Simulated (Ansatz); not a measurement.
# Direct or indirect: MoSeO sheet (P3m1)

```
Mo Se O
1.0
     3.06716    0.00000    0.00000
    -1.53358    2.65624    0.00000
     0.00000    0.00000   29.61914
Mo Se O
1 1 1
Direct
  0.00000 0.00000 0.33252
  0.66667 0.33333 0.27276
  0.66667 0.33333 0.37003
```

Method: Ansatz, PBE, independent particles, without spin-orbit coupling, line width 0.1 eV (Gaussian). The band structure gives a fundamental gap of 0.79 eV. The spectrum of vertical transitions near the edge:

```json
{"E (eV)": "0.30", "absorbance (%), E ∥ xy": "0.00"}
{"E (eV)": "0.42", "absorbance (%), E ∥ xy": "0.00"}
{"E (eV)": "0.54", "absorbance (%), E ∥ xy": "0.00"}
{"E (eV)": "0.66", "absorbance (%), E ∥ xy": "0.00"}
{"E (eV)": "0.78", "absorbance (%), E ∥ xy": "0.00"}
{"E (eV)": "0.90", "absorbance (%), E ∥ xy": "0.00"}
{"E (eV)": "1.02", "absorbance (%), E ∥ xy": "0.00"}
{"E (eV)": "1.14", "absorbance (%), E ∥ xy": "0.00"}
{"E (eV)": "1.26", "absorbance (%), E ∥ xy": "0.00"}
{"E (eV)": "1.38", "absorbance (%), E ∥ xy": "0.00"}
{"E (eV)": "1.50", "absorbance (%), E ∥ xy": "0.00"}
{"E (eV)": "1.62", "absorbance (%), E ∥ xy": "0.00"}
{"E (eV)": "1.74", "absorbance (%), E ∥ xy": "0.02"}
{"E (eV)": "1.86", "absorbance (%), E ∥ xy": "1.70"}
{"E (eV)": "1.98", "absorbance (%), E ∥ xy": "12.03"}
{"E (eV)": "2.10", "absorbance (%), E ∥ xy": "17.40"}
{"E (eV)": "2.22", "absorbance (%), E ∥ xy": "14.56"}
{"E (eV)": "2.34", "absorbance (%), E ∥ xy": "13.06"}
{"E (eV)": "2.46", "absorbance (%), E ∥ xy": "11.14"}
{"E (eV)": "2.58", "absorbance (%), E ∥ xy": "9.07"}
{"E (eV)": "2.70", "absorbance (%), E ∥ xy": "8.05"}
{"E (eV)": "2.82", "absorbance (%), E ∥ xy": "12.86"}
{"E (eV)": "2.94", "absorbance (%), E ∥ xy": "22.20"}
{"E (eV)": "3.06", "absorbance (%), E ∥ xy": "15.22"}
{"E (eV)": "3.18", "absorbance (%), E ∥ xy": "6.09"}
```

(1) Is the gap direct or indirect, and about where do vertical transitions set in?

Results:

(1) Indirect, by the band path, whose least direct gap is 1.95 eV. The curves fit this: they stay near zero above 0.79 eV and rise only from about 2.0 eV, though a forbidden direct transition would look alike. Lines are broadened by 0.1 eV, which spreads the edge, and phonons, which would give weak absorption from the fundamental gap up, are left out.

Cells made by substitution are models, which may or may not match a known phase.

[Logs are printed without paths, hosts, clocks, repeated set-up lines and the standing remarks that a program may print on its own settings, such as how far it seeks lower states.]
